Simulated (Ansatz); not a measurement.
# What Sc3B (built on the sites of a database entry of La3In) distorts into

Wanted: the energy along a soft mode of Sc3B (built on the sites of a database entry of La3In) and the structure at the end.

Method: DFT PBEsol, scalar-relativistic, plane waves, PAW, in Ansatz 0.2.0.

The structure was built from a prototype and need not be the compound's stable phase.

## Step 1: The structure

It takes space group Pm-3m (No. 221, cubic). The conventional cell has a = 4.058 Å, b = 4.058 Å, c = 4.058 Å, α = 90.00°, β = 90.00°, γ = 90.00°. Nearest to Sc lie 4 B at 2.87 Å and 8 Sc at 2.87 Å. B has 12 Sc at 2.87 Å nearest. Farther neighbours are not listed.

## Step 2: The dispersion

The cell comes from relaxations at this level that are not shown. Stability and thermal properties need the whole zone. Linear response on a 2×2×2 q mesh gives force constants as far as a supercell of that size would.

Input file input.yaml:

```yaml
crystal:
  lattice:
    - [4.0584555828, 0.0, 0.0]
    - [0.0, 4.0584555828, 0.0]
    - [0.0, 0.0, 4.0584555828]
  atoms:
    - { symbol: Sc, position: [0.0, 0.5, 0.5] }
    - { symbol: Sc, position: [0.5, 0.0, 0.5] }
    - { symbol: Sc, position: [0.5, 0.5, 0.0] }
    - { symbol: B, position: [0.0, 0.0, 0.0] }
kpoints:
  mp_grid: { grid: [10, 10, 10] }
hamiltonian:
  xc: pbesol
scf:
  occupations: { method: methfessel_paxton, width: 0.15 }
output:
  eigenvalues: true
phonons:
  method: dfpt
  qmesh: [2, 2, 2]
  temperatures: { t_max: 1000, t_step: 50 }
  qpath:
    path:
      - [[0.0, 0.0, 0.0], [0.0, 0.5, 0.0], [0.5, 0.5, 0.0], [0.0, 0.0, 0.0], [0.5, 0.5, 0.5], [0.0, 0.5, 0.0]]
      - [[0.5, 0.5, 0.5], [0.5, 0.5, 0.0]]
    npoints: 10
```

Started as:

```sh
$ ansatz run input.yaml --threads 8 --pin off --max-ram 14336MiB --backend cpu --events-out ev --progress --plain --runs-dir out
```

Numbers of over 12 decimals in the logs are rounded to 6 here.

Log:

```text
Engine: ansatz 0.2.0, aarch64-unknown-linux-gnu
Pseudopotentials: kind: paw
Pseudopotential: Sc, paw, valence charge 11, recommended cutoff 420 eV (normal), Sc.paw.azcp
Pseudopotential: B, paw, valence charge 3, recommended cutoff 420 eV (normal), B.paw.azcp
Functional definition: PBEsol
  exchange = pbesol_x
  correlation = pbesol_c
Crystal: 4 atoms, lattice volume = 66.847 Å³
Basis set: ecut = 420 eV, 1309 PW (Γ), exchange–correlation on 60×60×60 points (8 copies of the dense FFT grid, shifted against one another)
Bands: 22, of which v1, the nominal top of the filled ones, is band 18 counted from 1 (17 counted from 0)
Symmetry: 48 space group operations
k-points: 56 of 1000
Non-local potential: Sc, projectors of the file, l = 0: 3, l = 1: 2, l = 2: 3, l = 3: 1
Non-local potential: B, projectors of the file, l = 0: 2, l = 1: 2, l = 2: 1
PAW form: soft (Blöchl's): semilocal exchange-correlation on the pseudo side does not see the compensation charge
PAW frozen core: Sc, regenerated for the run's functional, and the local potential with it (the file was generated under x = pbe(κ = 0.804, μ = 0.219515), c = pbe(β = 0.066725))
PAW frozen core: B, regenerated for the run's functional, and the local potential with it (the file was generated under x = pbe(κ = 0.804, μ = 0.219515), c = pbe(β = 0.066725))
PAW one-centre angular grid: Sc, 590 points (default); XC on 64 Gauss nodes
PAW one-centre angular grid: B, 110 points (default); XC on 64 Gauss nodes
Initial density: superposition of atomic densities (neutral atoms: chi_scale 0, normalization atom), corrected by the library's trained network
Initial wavefunctions: pseudopotential atomic-orbital guess
Functional: x = pbesol(κ = 0.804, μ = 0.123457), c = pbesol(β = 0.046)
SCF iter   1: F=—  HF=-6485.977052 eV  |F-HF|=—  |Δ(HF+E_count)|=         —  Δρ=6.09e-3  dr2=3.47e-2  ethr=1.77e-3  ⟨swp⟩=3.9  Hψ=9898  notcnv=0
automatic band count: the SCF goes on with 26 bands, as 22 were too few: they end inside the smearing window of the response
preconditioner: auto → Kerker (q_TF=auto, 2.461 Å⁻¹)  [metal: Δε(μ)=0.017 eV  Ē_g=4.303 eV  σ=0.150 eV  W_gap=0.10  n_scr=18 (ndim 8)  ℏωp=15.7 eV  f_vac=0.000  D(μ)=5.45/eV (n_scr^D=80)]
SCF iter   2: F=—  HF=-6485.969333 eV  |F-HF|=—  |Δ(HF+E_count)|=   7.72e-3  S|Δr|=    0.00e0  Δρ=3.40e-3  dr2=1.13e-2  ethr=9.64e-5  ⟨swp⟩=1.0  Hψ=1908  notcnv=0
SCF iter   3: F=—  HF=-6485.966014 eV  |F-HF|=—  |Δ(HF+E_count)|=   3.32e-3  S|Δr|=    0.00e0  Δρ=5.87e-4  dr2=4.69e-4  ethr=3.13e-5  ⟨swp⟩=2.0  Hψ=1659  notcnv=0
SCF iter   4: F=—  HF=-6485.965864 eV  |F-HF|=—  |Δ(HF+E_count)|=   1.51e-4  S|Δr|=    0.00e0  Δρ=9.32e-5  dr2=7.77e-6  ethr=1.30e-6  ⟨swp⟩=2.1  Hψ=1608  notcnv=0
SCF iter   5: F=—  HF=-6485.965858 eV  |F-HF|=—  |Δ(HF+E_count)|=   5.27e-6  S|Δr|=    0.00e0  Δρ=2.46e-5  dr2=5.23e-7  ethr=2.16e-8  ⟨swp⟩=2.4  Hψ=1997  notcnv=0
SCF iter   6: F=—  HF=-6485.965860 eV  |F-HF|=—  |Δ(HF+E_count)|=   1.55e-6  S|Δr|=    0.00e0  Δρ=5.39e-6  dr2=2.34e-8  ethr=1.45e-9  ⟨swp⟩=2.0  Hψ=1546  notcnv=0
SCF iter   7: F=—  HF=-6485.965860 eV  |F-HF|=—  |Δ(HF+E_count)|=   2.73e-9  S|Δr|=    0.00e0  Δρ=7.98e-7  dr2=3.54e-10  ethr=6.49e-11  ⟨swp⟩=2.1  Hψ=1734  notcnv=0
SCF iter   8: F=-6485.965860 eV  HF=-6485.965860 eV  |F-HF|=0.00e0  |Δ(HF+E_count)|=  7.19e-11  S|Δr|=    0.00e0  Δρ=1.03e-7  dr2=4.91e-12  ethr=1.00e-12  ⟨swp⟩=5.9  Hψ=6490  notcnv=0
SCF 1 converged in 8 iterations: F = -6485.965860 eV  dr2 = 4.91e-12
  greatest PAW one-centre occupation: 0.998 electrons in one spin orbital (limit 2), on the Sc atom at site 2 (counted from 0), in its partial waves of l = 0
Initial density: read from a saved state, or passed on in memory by an earlier SCF of this step, an earlier step, the calling program or the single point that the run made first
iter 1 solved again at ethr=4.62e-8 eV; its pass at ethr=3.10e-3 eV (dr2=1.66e-5 eV) is discarded
SCF iter   1: F=—  HF=-6485.965860 eV  |F-HF|=—  |Δ(HF+E_count)|=         —  Δρ=1.85e-7  dr2=2.61e-11  ethr=4.62e-8  ⟨swp⟩=3.2  Hψ=7784  notcnv=0
eigensolver tolerance schedule: the retry pair's looser diagonalisation over-reported the residual by 636867.05 of it (diagonalisation noise at an unbounded share of the residual, at the tolerance the schedule requests for it); recorded, not acted on — ethr = c·dr2/N_el stays at c = 1.0e-1
preconditioner: auto → Kerker (q_TF=auto, 2.461 Å⁻¹)  [metal: Δε(μ)=0.013 eV  Ē_g=3.238 eV  σ=0.150 eV  W_gap=0.07  n_scr=18 (ndim 8)  ℏωp=15.7 eV  f_vac=0.000  D(μ)=5.66/eV (n_scr^D=80)]
SCF iter   2: F=—  HF=-6485.965860 eV  |F-HF|=—  |Δ(HF+E_count)|=   3.51e-7  S|Δr|=    0.00e0  Δρ=1.03e-7  dr2=1.01e-11  ethr=1.00e-12  ⟨swp⟩=3.1  Hψ=2917  notcnv=0
SCF iter   3: F=-6485.965860 eV  HF=-6485.965860 eV  |F-HF|=9.09e-13  |Δ(HF+E_count)|=  9.09e-13  S|Δr|=    0.00e0  Δρ=7.14e-8  dr2=4.26e-12  ethr=1.00e-12  ⟨swp⟩=2.0  Hψ=1837  notcnv=0
SCF 2 converged in 3 iterations: F = -6485.965860 eV  dr2 = 4.26e-12
phonons: the bands overlap, so this run is a metal and interpolates without the dipole-dipole term. If the crystal is really an insulator or semiconductor, its LO-TO splitting is missing
NSCF: frozen V_eff on 56 k-points
NSCF: frozen V_eff on 216 k-points
DFPT response loops at q = (0, 0, 0) (fractional): preconditioner auto → Kerker (q_TF=auto, 2.461 Å⁻¹) (partly filled bands, converged f_vac=0.000); β = 1.00, the filter's whole step (`scf.mixing.beta` (0.50) is not read by the response loops under this deck's `scf.mixing.preconditioner`; to damp them name `kerker` or `kerker_dos`, under which they read `scf.mixing.beta`, and type it under 1.00, their step now; both keys bind the ground state too); Broyden in place of MSR1
NSCF: frozen V_eff on 432 k-points
DFPT response loops at q = (0, 0, -0.5) (fractional): mixed as the last ones told, above
NSCF: frozen V_eff on 432 k-points
DFPT response loops at q = (0, -0.5, -0.5) (fractional): mixed as the last ones told, above
NSCF: frozen V_eff on 432 k-points
DFPT response loops at q = (-0.5, -0.5, -0.5) (fractional): mixed as the last ones told, above
SCF converged after 8 iterations
Stability not checked: this state was not tested for a lower state beside it, because cold or Methfessel-Paxton smearing, or corrected tetrahedra, fill the levels in a way that the test cannot read (fill_not_monotonic; see scf.lower_state_search)
Free energy (F): -6485.965860 eV
Harris-Foulkes:  -6485.965860 eV  (|F-HF|=0.00e0)
Internal energy: -6485.961610 eV  (E = F + TS)
E sigma→0 (E₀):  -6485.964797 eV
Entropy (-TS):   -0.004250 eV (-1.063 meV/atom)
Fermi energy:    11.575212 eV
--- Per-component energies (eV) ---
  E_band       = -399.648510
  E_kinetic    = 833.396266
  E_local      = -2366.765207  (includes V_loc(G=0)·N_el)
  E_nonlocal   = 269.028788
  E_hartree    = 822.098570
  E_xc         = -343.067171
  E_vxc        = -425.371144  (∫ρ·V_xc dr)
  E_paw        = -2873.739182  (= ΣΔE_a)
  E_vpaw       = -354.134322  (= ΣTr[D̂ρ^β])
  E_aug_tail   = 0.000024  (compensation charges beyond the density's cutoff)
  E_ewald      = -2827.315484
  E_core_change = 0.401786  (= ΣΔE_core)
  E_smearing   = -0.004250  (= −TS)
  E_closure    = 0.000000  (closes the sum)
  Σ components = -6485.965860   (vs F -6485.965860, Δ=0.00e0)
--- Band table (eV; the first three rows and the last of 56) ---
  k-point 0: bands = [... 14 lower, 10.6359, 10.6359, 10.9213, 10.9213, 10.9213, 12.0238, 12.0238, 12.0238, ... 4 higher]
  k-point 1: bands = [... 14 lower, 10.3379, 10.7404, 10.8689, 10.8689, 10.9601, 12.0541, 12.0541, 12.1699, ... 4 higher]
  k-point 2: bands = [... 14 lower, 9.7362, 10.7297, 10.7297, 11.0400, 11.0688, 12.1794, 12.1794, 12.4797, ... 4 higher]
  k-point 55: bands = [... 14 lower, 10.1228, 10.1228, 10.4688, 10.4688, 10.4688, 12.9906, 13.1911, 13.1911, ... 4 higher]
--- Phonons (Γ-DFPT): 3 representative perturbations + reference (Σ response iterations 9) ---
  ASR residual: 4.621e-5 → 0.000e0 eV/Å²; symmetrization residual: 1.427e-6 eV/Å²
  ASR residual per site (eV/Å²): 4.20e-5 4.20e-5 4.20e-5 4.62e-5
  Γ frequencies (cm⁻¹): 0.00 0.00 0.00 137.18 137.18 137.18 151.38 151.38 151.38 333.86 333.86 333.86
--- Phonons (arbitrary-q DFPT): 4 irreducible q on the 2×2×2 mesh ---
  q = [0.0000, 0.0000, 0.0000] (star 1, of the zone-centre solve; hermiticity 2.29e-7, symmetrization 7.84e-13): -0.00 0.00 0.00 137.18 137.18 137.18 151.38 151.38 151.38 333.86 333.86 333.86
  q = [0.0000, 0.0000, -0.5000] (star 3, 7 solved perturbations in 1332 linear systems a pass and spin channel, the states on 216 of 1000 k-point pairs; hermiticity 3.85e-7, symmetrization 5.44e-13): -90.74 82.86 82.86 131.65 131.65 167.33 204.18 204.18 216.04 235.45 235.45 278.52
  q = [0.0000, -0.5000, -0.5000] (star 3, 7 solved perturbations in 1332 linear systems a pass and spin channel, the states on 216 of 1000 k-point pairs; hermiticity 2.55e-7, symmetrization 1.04e-13): -80.59 114.53 114.53 132.94 132.94 160.67 183.78 229.65 231.21 271.20 271.20 295.49
  q = [-0.5000, -0.5000, -0.5000] (star 1, 3 solved perturbations in 468 linear systems a pass and spin channel, the states on 216 of 1000 k-point pairs; hermiticity 5.45e-7, symmetrization 5.79e-13): -78.92 -78.92 -78.92 133.73 133.73 133.73 156.68 156.68 311.76 311.76 311.76 368.90
  sum rule: each row above includes the acoustic sum rule's correction from the zone centre's row sums; it moved no ω² by more than (1.08 cm⁻¹)²
  mesh force constants: q→R imaginary residual 2.86e-18; ASR residual 4.621e-5 → 0.000e0 eV/Å²; symmetrization residual 3.553e-15 eV/Å²
  interpolated dispersion: 62 rows × 12 modes
  density of states and harmonic sums: on the 16×16×16 q-mesh, interpolated from the force constants of a 2×2×2 supercell (no non-analytic term)
  largest difference from the sums on the solved wave vectors: F 1.36e-1 eV, S 1.73e-4 and C_V 4.78e-5 eV/K
  zero-point energy: 0.125425 eV/cell   skipped modes (ω ≤ 0): 186, of them read as no rigid motion or as one in doubt: 183 (1.060e0 modes/cell left out, lowest -90.74 cm⁻¹)   left out of the sums: 8.84e-2 of the cell's modes: C_V's classical limit lies that fraction below 3 k_B per atom; for a crystal, a wire or a layer, F and S can be off by more, and a phonons.interpolated_qmesh denser along its periods is the remedy for the sampling
```

Run time: 79 s. Hardware: 8 threads of Arm Neoverse V2, shared host; peak memory 1.3 GiB.

The column dr2 measures how far the density is from self-consistency, as an energy; F and HF (Harris–Foulkes) agree once it is small.

This step gave:

```
volume per atom                                         : 16.71 Å³
gap on the k-mesh                                       : 0 eV
sum-rule residual before enforcement                    : 4.62e-5 eV/Å²
lowest frequency on the path                            : -90.74 cm⁻¹
point group                                             : m-3m
highest frequency on the path or at a solved wavevector : 368.9 cm⁻¹
highest optical mode at the zone centre (no LO-TO term) : 333.9 cm⁻¹
lowest optical zone-centre mode                         : 137.2 cm⁻¹
lowest mode on the q mesh (acoustic modes at Γ apart)   : -90.74 cm⁻¹
```

Frequencies (cm⁻¹) solved at each irreducible wavevector; negative means imaginary. Frequencies by wavevector, by row:

```tsv
q in reciprocal lattice units	star	mode 1	mode 2	mode 3	mode 4	mode 10	mode 11	mode 12
0 0 0	1	0	0	0	137.2	333.9	333.9	333.9
0 0 -0.5	3	-90.7	82.9	82.9	131.7	235.4	235.4	278.5
0 -0.5 -0.5	3	-80.6	114.5	114.5	132.9	271.2	271.2	295.5
-0.5 -0.5 -0.5	1	-78.9	-78.9	-78.9	133.7	311.8	311.8	368.9
```

Interpolated from a 2×2×2 q mesh, rough between the solved points. The phonon branches at the labelled points (cm⁻¹):

```tsv
point	branch 1	branch 2	branch 3	branch 4	branch 9	branch 10	branch 11	branch 12
Γ	0	0	0	137	151	334	334	334
halfway	60	60	73	97	218	294	296	296
X	-91	83	83	132	216	236	236	278
halfway	-77	100	106	120	234	241	271	277
M	-81	114	114	133	231	271	271	296
halfway	-12	86	89	101	231	261	272	291
Γ	0	0	0	137	151	334	334	334
halfway	-35	40	40	135	247	259	259	308
R	-79	-79	-79	134	312	312	312	369
halfway	-77	33	56	140	260	264	280	317
X	-91	83	83	132	216	236	236	278
jump to R	-79	-79	-79	134	312	312	312	369
halfway	-80	-28	-28	147	282	291	291	341
M	-81	114	114	133	231	271	271	296
```

Symmetry leaves 4 wavevectors to solve. The lowest mode among them, the acoustic zeros apart, lies at q = (0, 0, -0.5) and is imaginary, 90.7i cm⁻¹, so the energy falls along it.

## Step 3: The mode frozen in, largest atomic shift 0 Å

The mode followed lies at q = (0, 0, -0.5) with frequency 90.7i cm⁻¹, the softest among the wavevectors solved. At small amplitude the distorted cell has space group no. 131 by a symmetry search on the positions. The undistorted cell that holds it gives the zero of energy on the same k mesh.

System of this step: Sc3B (built on the sites of a database entry of La3In). It takes space group Pm-3m (No. 221, cubic). The conventional cell has a = 4.058 Å, b = 4.058 Å, c = 4.058 Å, α = 90.00°, β = 90.00°, γ = 90.00°. Nearest to Sc lie 8 Sc at 2.87 Å and 4 B at 2.87 Å. Nearest to Sc lie 4 B at 2.87 Å and 8 Sc at 2.87 Å. B has 12 Sc at 2.87 Å nearest. Farther neighbours are not listed.

Input file input.yaml:

```yaml
crystal:
  lattice:
    - [4.0584555828, 0.0, 0.0]
    - [0.0, 4.0584555828, 0.0]
    - [0.0, 0.0, 8.1169111655]
  atoms:
    - { symbol: Sc, position: [0.0, 0.5, 0.25] }
    - { symbol: Sc, position: [0.0, 0.5, 0.75] }
    - { symbol: Sc, position: [0.5, 0.0, 0.25] }
    - { symbol: Sc, position: [0.5, 0.0, 0.75] }
    - { symbol: Sc, position: [0.5, 0.5, 0.5] }
    - { symbol: Sc, position: [0.5, 0.5, 0.0] }
    - { symbol: B, position: [0.0, 0.0, 0.0] }
    - { symbol: B, position: [0.0, 0.0, 0.5] }
kpoints:
  mp_grid: { grid: [8, 8, 4] }
hamiltonian:
  xc: pbesol
scf:
  occupations: { method: methfessel_paxton, width: 0.15 }
output:
  forces: true
  stress: true
  eigenvalues: true
```

Log:

```text
[...]
Crystal: 8 atoms, lattice volume = 133.694 Å³
Basis set: ecut = 420 eV, 2587 PW (Γ), exchange–correlation on 60×60×120 points (8 copies of the dense FFT grid, shifted against one another)
Bands: 44, of which v1, the nominal top of the filled ones, is band 36 counted from 1 (35 counted from 0)
Symmetry: 32 space group operations
[...]
k-points: 45 of 256
[...]
k-point 0: bands = [... 32 lower, 10.6304, 10.9266, 10.9266, 10.9266, 11.4330, 12.0217, 12.0217, 12.0217, ... 4 higher]
  k-point 1: bands = [... 32 lower, 10.7928, 10.8440, 10.8440, 10.9869, 11.3399, 11.8361, 12.0748, 12.0748, ... 4 higher]
  k-point 2: bands = [... 32 lower, 10.6459, 10.6459, 11.1479, 11.1479, 11.2436, 11.2436, 12.2905, 12.2905, ... 4 higher]
  k-point 44: bands = [... 32 lower, 10.3597, 10.3597, 11.3537, 11.3537, 11.3537, 11.3537, 12.2164, 12.2164, ... 4 higher]
[key lines of the parts left out:]
SCF converged after 7 iterations
Free energy (F): -12971.944495 eV
Fermi energy:    11.601925 eV
P = ⅓ Tr σ = 0.0181 GPa (0.181 kbar)
```

Elapsed: 2 s, on 8 threads; peak memory 0.71 GiB.

This step gave:

```yaml
pressure: 0.01814 GPa
energy_from_the_undistorted_cell: 0 meV/atom
```

The run ends at a pressure of 0.02 GPa.

## Step 4: The mode frozen in, largest atomic shift 0.14 Å

The atoms are moved along the unstable eigenvector, the largest shift by 0.14 Å, with the cell fixed.

input.yaml, the sections that differ from step 3:

```yaml
crystal:
  lattice:
    - [4.0584555828, 0.0, 0.0]
    - [0.0, 4.0584555828, 0.0]
    - [0.0, 0.0, 8.1169111655]
  atoms:
    - { symbol: Sc, position: [0.0, 0.5, 0.2327520596] }
    - { symbol: Sc, position: [0.0, 0.5, 0.7672479404] }
    - { symbol: Sc, position: [0.5, 0.0, 0.2672479404] }
    - { symbol: Sc, position: [0.5, 0.0, 0.7327520596] }
    - { symbol: Sc, position: [0.5, 0.5, 0.5] }
    - { symbol: Sc, position: [0.5, 0.5, 0.0] }
    - { symbol: B, position: [0.0, 0.0, 0.0] }
    - { symbol: B, position: [0.0, 0.0, 0.5] }
# kpoints, hamiltonian, scf, output: as in step 3
```

Log:

```text
[...]
Crystal: 8 atoms, lattice volume = 133.694 Å³
Basis set: ecut = 420 eV, 2587 PW (Γ), exchange–correlation on 60×60×120 points (8 copies of the dense FFT grid, shifted against one another)
Bands: 44, of which v1, the nominal top of the filled ones, is band 36 counted from 1 (35 counted from 0)
Symmetry: 16 space group operations
[...]
k-points: 45 of 256
[...]
k-point 0: bands = [... 32 lower, 10.6491, 10.9660, 10.9708, 10.9708, 11.5148, 11.8876, 11.9989, 11.9989, ... 4 higher]
  k-point 1: bands = [... 32 lower, 10.7113, 10.9029, 10.9029, 11.0297, 11.4108, 11.6340, 12.0349, 12.0349, ... 4 higher]
  k-point 2: bands = [... 32 lower, 10.7980, 10.7980, 11.1294, 11.1294, 11.2016, 11.2016, 12.1392, 12.1392, ... 4 higher]
  k-point 44: bands = [... 32 lower, 10.4215, 10.4215, 11.2066, 11.2066, 11.5197, 11.5197, 12.1197, 12.1197, ... 4 higher]
[key lines of the parts left out:]
SCF converged after 7 iterations
Free energy (F): -12971.964647 eV
Fermi energy:    11.574308 eV
P = ⅓ Tr σ = 0.0876 GPa (0.876 kbar)
```

It took 2.2 s on 8 threads; peak memory 0.72 GiB.

This step gave:

```
pressure                         : 0.08756 GPa
energy from the undistorted cell : -2.521 meV/atom
```

The energy, extrapolated to zero smearing, is -2.52 meV/atom against the undistorted cell.

The run ends at a pressure of 0.09 GPa, with forces up to 0.022 eV/Å.

## Step 5: Energy along the mode, all amplitudes (two of the runs are shown above)

An imaginary frequency means negative curvature, so the energy should fall and then rise again as anharmonic terms take over.

This step gave:

```
depth at the lowest point sampled  : 2.521 meV/atom
largest atomic shift at that point : 0.14 Å
```

Energy from the parent against largest atomic shift:

```tsv
largest atomic shift (Å)	energy from the parent (meV/atom)
0.000	0
0.040	-0.324
0.080	-1.22
0.140	-2.52
0.220	-0.453
0.320	20.3
```

Displacement at unit largest shift by atom:

```tsv
atom	x (Å)	y (Å)	z (Å)	size
Sc1	0.00	0.00	-1.00	1.00
Sc2	0.00	0.00	1.00	1.00
Sc3	0.00	0.00	1.00	1.00
Sc4	0.00	0.00	-1.00	1.00
Sc5	0.00	0.00	0.00	0.00
Sc6	0.00	0.00	0.00	0.00
B7	0.00	0.00	0.00	0.00
B8	0.00	0.00	0.00	0.00
```

The lowest of the steps tried is at 0.14 Å, 2.52 meV/atom below the parent; the bottom of the well need not coincide with a step.

(Continued in part 2 of 2.)

[Logs are printed without paths, hosts, clocks, repeated set-up lines and the standing remarks that a program may print on its own settings, such as how far it seeks lower states.]

[Hosts, paths, dates, database ids (printed as entryN), source tags and the programs' standing remarks are cut or masked in the printed files.]
